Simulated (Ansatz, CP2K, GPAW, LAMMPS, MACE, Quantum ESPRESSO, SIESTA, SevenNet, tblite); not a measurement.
**tblite runs on amorphous Cd8Zn24Te9S23 (64 atoms)**

How near does tblite come to plane waves for amorphous Cd8Zn24Te9S23 (64 atoms)?

Program: tblite 0.8.0. Level of theory: the method is named at each step. Results are calculated unless marked as measured.

### Step 1. Set-up

The cell holds 64 atoms: 8 Cd, 24 Zn, 9 Te and 23 S. Its edges and angles: a = 11.623 Å, b = 11.623 Å, c = 11.623 Å, α = 90.0°, β = 90.0°, γ = 90.0°. 64 atoms (8 Cd, 24 Zn, 9 Te, 23 S) placed at random at 4.61 g/cm³, melted at 2500 K for 10 ps at fixed volume with the Stillinger-Weber II-VI potential (Zhou et al., Phys. Rev. B 88, 085309 (2013)). Quenched from 2500 K to 300 K at 100 K/ps and fixed volume, held 5 ps.

The yardstick, on the same geometry:

- method: Kohn-Sham DFT, PBE, PAW, plane waves (Ansatz 0.2.0); cutoff 420 eV, Γ point, fermi-dirac smearing of 0.05 eV; PAW set soft_2
- r.m.s. force component: 0.4537 eV/Å
- longest force: 1.674 eV/Å
- pressure: -0.9344 GPa
- SCF cycles: 12
- time: 16 s on 8 threads of Arm Neoverse V2, shared host
- CPU time: 1.9 min

### Step 2. GFN1-xTB

Method: GFN1-xTB tight binding, diagonalisation.

The input, run.py:

```python
import numpy as np
from ase.io import read
from tblite.ase import TBLite

atoms = read("structure.xyz")
atoms.calc = TBLite(method="GFN1-xTB", electronic_temperature=580, accuracy=1.0, max_iterations=250, mixer_damping=0.1, verbosity=1)
energy = atoms.get_potential_energy()
forces = atoms.get_forces()
print(f"energy {energy:.6f} eV")
print("forces (eV/A)")
for i, (a, f) in enumerate(zip(atoms, forces)):
    print(f"{i:4d} {a.symbol:2s} {f[0]:10.5f} {f[1]:10.5f} {f[2]:10.5f}")
stress = -atoms.get_stress(voigt=False) * 160.21766
print("stress (GPa, compression positive)")
for row in stress:
    print(" ".join(f"{x:10.4f}" for x in row))
print("charges (e)")
print(np.array2string(atoms.get_charges(), precision=4, suppress_small=True, max_line_width=110, threshold=100000))
```

The input, structure.xyz:

```xyz
64
Lattice="11.62280 0.00000 0.00000 0.00000 11.62280 0.00000 0.00000 0.00000 11.62280" Properties=species:S:1:pos:R:3 pbc="T T T"
Cd 1.48423 7.78239 11.29074
Cd 10.00746 9.61380 10.49190
Cd 11.15870 1.39346 8.19094
Cd 3.04250 3.54902 9.32137
Cd 6.06861 6.65161 8.71815
Cd 9.82859 6.28247 7.93151
Cd 0.08833 4.15190 11.31991
Cd 1.80816 1.05965 3.84959
Zn 6.92428 4.13167 10.73110
Zn 6.59466 6.19077 2.53261
Zn 7.19393 7.55947 5.25548
Zn 1.14764 6.78446 3.66885
Zn 5.78316 1.14275 3.66664
Zn 3.18430 0.26163 7.08084
Zn 10.57605 10.92206 5.16076
Zn 5.76979 8.21627 11.15126
Zn 11.25575 9.98317 2.50808
Zn 1.52119 0.39576 11.30434
Zn 7.08561 2.20589 7.94291
Zn 3.62957 6.13800 2.22902
Zn 9.24745 3.82193 4.35506
Zn 0.40436 9.27906 7.50066
Zn 10.34336 7.90629 4.49454
Zn 3.54856 9.87950 2.19264
Zn 7.62084 10.10428 2.27993
Zn 4.20757 4.50616 5.29151
Zn 5.41541 0.52349 11.33537
Zn 3.55751 10.15356 9.02487
Zn 7.40059 10.18587 8.06983
Zn 3.76218 3.31413 1.46180
Zn 9.08949 1.47261 0.29092
Zn 9.49966 6.68299 1.50817
Te 5.29674 4.14655 7.75287
Te 9.33753 5.44796 10.75179
Te 5.85963 0.44643 6.43740
Te 0.16597 3.50323 3.91491
Te 7.74369 2.54830 2.55504
Te 9.37425 3.32342 7.10246
Te 1.32047 5.94239 9.25338
Te 2.97544 8.58111 4.44386
Te 3.55600 7.86561 7.63467
S 5.78595 10.27037 9.90495
S 1.60522 10.69797 5.67936
S 5.91659 4.30718 1.34813
S 11.59177 7.78402 1.74377
S 9.47723 10.86639 1.01130
S 3.87330 2.57608 3.72592
S 0.00883 7.15314 6.39893
S 3.43744 1.83733 11.22239
S 3.71023 8.00730 0.79698
S 1.58767 4.74175 1.79549
S 8.58042 9.70655 4.45572
S 1.32372 9.95051 9.92448
S 1.63045 11.18102 1.84291
S 4.96863 6.63313 4.41701
S 1.85570 2.24599 7.42313
[... 4 atom lines left out ...]
S 1.72680 4.77778 5.75026
S 8.76313 6.18124 3.90677
S 11.25622 1.69007 10.76632
S 7.27239 1.83687 10.42751
```

Run with:

```bash
$ OMP_NUM_THREADS=1 python run.py > output.txt
```

The log of the run:

```text
------------------------------------------------------------
  cycle        total energy    energy error   density error
------------------------------------------------------------
      1     -144.6339611439  -1.4430136E+02   6.6226392E-01
      2     -146.6811726713  -2.0472115E+00   5.2307518E-01
      3     -147.2667147381  -5.8554207E-01   3.1470657E-01
      4     -147.5017482244  -2.3503349E-01   2.2159219E-01
      5     -147.5564969378  -5.4748713E-02   1.0364638E-01
      6     -147.6252294297  -6.8732492E-02   3.7193976E-02
      7     -147.6394756020  -1.4246172E-02   1.9374995E-02
      8     -147.6419045787  -2.4289767E-03   1.1857164E-02
      9     -147.6429726312  -1.0680525E-03   5.9105520E-03
     10     -147.6432030069  -2.3037568E-04   2.5972168E-03
     11     -147.6433238129  -1.2080607E-04   1.1411515E-03
     12     -147.6433310902  -7.2772790E-06   6.2461128E-04
     13     -147.6433327585  -1.6682778E-06   2.8918411E-04
     14     -147.6433334439  -6.8539390E-07   1.7451041E-04
     15     -147.6433334917  -4.7837290E-08   1.1007793E-04
     16     -147.6433335385  -4.6784891E-08   4.4959960E-05
     17     -147.6433335577  -1.9145290E-08   2.6352735E-05
     18     -147.6433335593  -1.6891590E-09   1.6853906E-05
------------------------------------------------------------
 total:                                   2.381 sec
energy -4017.579743 eV
forces (eV/A)
   0 Cd   -0.05968   -0.13714   -0.44630
   1 Cd   -0.10074   -0.82870   -1.31135
   2 Cd    0.00707    0.17674   -0.26866
   3 Cd   -0.67057    0.48075   -0.35185
   4 Cd   -1.29447    0.24276    1.19878
   5 Cd    0.35072   -0.99112    0.26008
   6 Cd    0.71057    0.18974   -0.35925
   7 Cd   -0.22544    0.64805    0.51244
   8 Zn    0.26575    0.40621    0.15467
   9 Zn    0.15836    0.31122   -0.07057
  10 Zn    0.03936    0.51144   -0.04923
  11 Zn    0.17815   -0.57800    0.61519
  12 Zn    0.22991    0.10175    0.72955
  13 Zn    0.20094    0.50566   -0.01858
  14 Zn   -0.06085    0.61961    0.25302
  15 Zn    0.01554   -0.27301   -0.32829
  16 Zn   -0.15598    0.67989   -0.37472
  17 Zn   -0.23251   -0.05061   -0.21881
  18 Zn    0.47375    0.23871   -0.05060
  19 Zn   -0.23591   -0.23008   -0.42888
  20 Zn   -0.25383   -0.45113    0.52092
  21 Zn    0.33827   -0.34978    0.21078
  22 Zn   -0.05739   -0.07801    0.38852
  23 Zn    0.25633    0.09091    0.20974
[...]
56 S    -0.46562   -0.37288    0.53648
  57 S     0.04348   -0.17802   -0.07316
  58 S     0.11952    0.48194   -0.22065
  59 S     0.36074    0.47302   -0.81988
  60 S    -0.92541   -0.59820   -2.13805
  61 S    -0.12881   -0.30773   -0.19028
  62 S    -0.33461   -0.05362    0.18764
  63 S    -0.28296   -0.05643   -0.29124
stress (GPa, compression positive)
    1.8303     0.1793    -0.5179
    0.1793     2.3926     0.0599
   -0.5179     0.0599     1.3151
charges (e)
[ 0.133  -0.2011  0.0626  0.0398 -0.1361  0.0064  0.0232  0.07    0.1897  0.2735  0.2769  0.2125  0.2013
  0.1727  0.1226  0.26    0.265   0.3454  0.1603  0.2423  0.1251  0.271   0.2669  0.3045  0.3006  0.2149
  0.3104  0.1954  0.2441  0.2973  0.2521  0.2791  0.0039  0.012  -0.0642  0.0558 -0.0696 -0.0466 -0.016
  0.0531 -0.0891 -0.2392 -0.206  -0.2536 -0.2301 -0.233  -0.2655 -0.2012 -0.2563 -0.2856 -0.245  -0.2963
 -0.2301 -0.2548 -0.2356 -0.2349 -0.2927 -0.2958 -0.2038 -0.1892 -0.2012 -0.2666 -0.2266 -0.2774]
```

Wall time 3.3 s (1 thread of Arm Neoverse V2, shared host); peak memory 0.12 GiB.

Banners, paths, timers and routine set-up lines are dropped from the logs unmarked, and long logs keep their key lines alone; longer cuts are marked.

Compared with the plane-wave run:

| Quantity | Value |
| --- | --- |
| r.m.s. force component | 0.5108 eV/Å |
| r.m.s. difference of force components | 326 meV/Å |
| longest difference of force vectors | 1399 meV/Å |
| force difference over r.m.s. force | 71.85 % |
| slope of forces against the reference's | 0.8756 |
| correlation of force components | 0.7778 |
| pressure | 1.846 GPa |
| pressure difference | 2.78 GPa |

Length of the force difference by element (eV/Å):

```
element  atoms  mean  most
     Cd      8  0.50   1.2
      S     23  0.53   1.4
     Te      9  0.52   1.1
     Zn     24  0.36  0.86
```

Local excerpt of 9 atoms (numbers count through the whole input) about Cd7, one of the 8 Cd atoms; x, y, z are measured from there.

```
atom      x      y      z  distance (Å)  bonds  Mulliken charge (e)     Fx     Fy  Fz (eV/Å)
 Cd7   0.00   0.00   0.00          0.00      4                 0.02   0.71   0.19      -0.36
 S63  -0.45  -2.46  -0.55          2.56      4                -0.23  -0.33  -0.05       0.19
 S51   1.50   0.59   2.10          2.65      4                -0.24   1.11   0.32       0.43
Te34  -2.37   1.30  -0.57          2.76      4                 0.01  -0.93   0.17       0.04
Te39   1.23   1.79  -2.07          3.00      3                -0.02   0.22  -0.80       0.20
 Cd4   2.95  -0.60  -2.00          3.62      4                 0.04  -0.67   0.48      -0.35
Zn31  -2.62  -2.68   0.59          3.80      4                 0.25   0.10   0.08       0.43
Zn32  -2.21   2.53   1.81          3.82      4                 0.28  -0.21  -0.04      -0.52
 Cd1   1.40   3.63  -0.03          3.89      4                 0.13  -0.06  -0.14      -0.45
```

Atoms are counted from 1 here, from 0 in the log.

Forces lie 72 % from the reference's, at 0.025 times its CPU time (on 1 against 8 cores).

### Step 3. Results

```yaml
force_difference_from_the_reference: tblite GFN1-xTB, 72 %
its_cpu_time: 2.9 s
```

**Reading.** Tight binding differs by 72 % (tblite GFN1-xTB); it is another model, with fitted parameters of its own, and the xTB methods hold dispersion. One electronic-structure run takes under half the reference's CPU time: tblite GFN1-xTB, at 72 % in 2.9 s against 1.9 min, too far off to be of use; its pressure misses by +2.8 GPa. Periodic xTB results under one method name differ between programs and library versions. The quench rate of 100 K/ps is many orders above laboratory rates, so the cell is likely richer in defects and strain than a real sample. The network of bonds at the start is that of the classical potential that made the cell, and needn't be the one that DFT or experiment would give. The electronic-structure runs sample only Γ, in a cell whose shortest periodic width is 12 Å, which is coarse for a cell with partly filled levels. Spin–orbit coupling is left out, which matters for the levels of the heavy elements.

[Also dropped from logs without a mark: logging warnings of Python, and SIESTA's first energy breakdown and zero terms.]

[Logs are printed without paths, hosts, clocks, repeated set-up lines and the standing remarks that a program may print on its own settings, such as how far it seeks lower states.]

[Hosts, paths, dates, database ids (printed as entryN), source tags and the programs' standing remarks are cut or masked in the printed files.]
